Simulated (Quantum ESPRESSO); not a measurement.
Records of electronic-structure calculations.

**CrPbO3: energy against a fixed spin moment**

The structure is cubic, space group Pm-3m (No. 221). The conventional cell has a = 4.011 Å, b = 4.011 Å, c = 4.011 Å, α = 90.00°, β = 90.00°, γ = 90.00°. Nearest to Cr lie 6 O at 2.01 Å. Nearest to Pb lie 12 O at 2.84 Å. Nearest to O lie 2 Cr at 2.01 Å. Farther neighbours and most contacts between anions are not listed.

```
CELL_PARAMETERS angstrom
4.01120 0.00000 0.00000
0.00000 4.01120 0.00000
0.00000 0.00000 4.01120
ATOMIC_POSITIONS crystal
Cr 0.00000 0.00000 0.00000
Pb 0.50000 0.50000 0.50000
O 0.00000 0.00000 0.50000
O 0.00000 0.50000 0.00000
O 0.50000 0.00000 0.00000
```

```yaml
method: PBEsol with U = 4.38 eV on Cr d (ortho-atomic projectors); plane waves with GBRV 1.5 PBEsol potentials, no spin-orbit coupling (and 1 further level or step)
program: Quantum ESPRESSO 7.5
settings_of_one_run: GBRV 1.5 PBEsol, cutoff 544.23 eV, 6×6×6 k-mesh, 34 bands, fermi-dirac occupations, smearing width 0.1 eV, collinear spin, SCF threshold 1.00e-8, Hubbard form dudarev, Hubbard projectors ortho-atomic, starting moments 3 0 0 0 0 μB
cost: 8 runs, 4.7 min in all on 2 MPI ranks of Intel Xeon Platinum 8259CL at 2.50GHz (Skylake/Cascade Lake), shared host (the runs of this entry)
notes: The run is spin-polarised, with a total moment of 2.01 μB a cell (absolute 3.63). The cell holds one seeded atom, so opposed orders, which may lie lower, cannot form in it. The smearing term is large for its width, so states at the Fermi level are partly filled: at this level the cell is a metal or has a gap of a few widths at most.
moment_of_the_free_run: 2.01 μB a cell
energy_at_zero_total_moment: 2343 meV a cell over the lowest
```

At zero total moment the site moments vanish, so the 2343 meV a cell is the energy of forming them, the change of the Hubbard energy included. The points show one minimum alone.

[Logs and program files are shortened in this print: banners, set-up blocks, solver, clock and traceback lines can be left out without a mark of their own.]

[Logs are printed without paths, hosts, clocks, repeated set-up lines and the standing remarks that a program may print on its own settings, such as how far it seeks lower states.]

[Hosts, paths, dates, database ids (printed as entryN), source tags and the programs' standing remarks are cut or masked in the printed files.]

[Where a cell is said to come from a database of computed structures, the database is the Materials Project.]
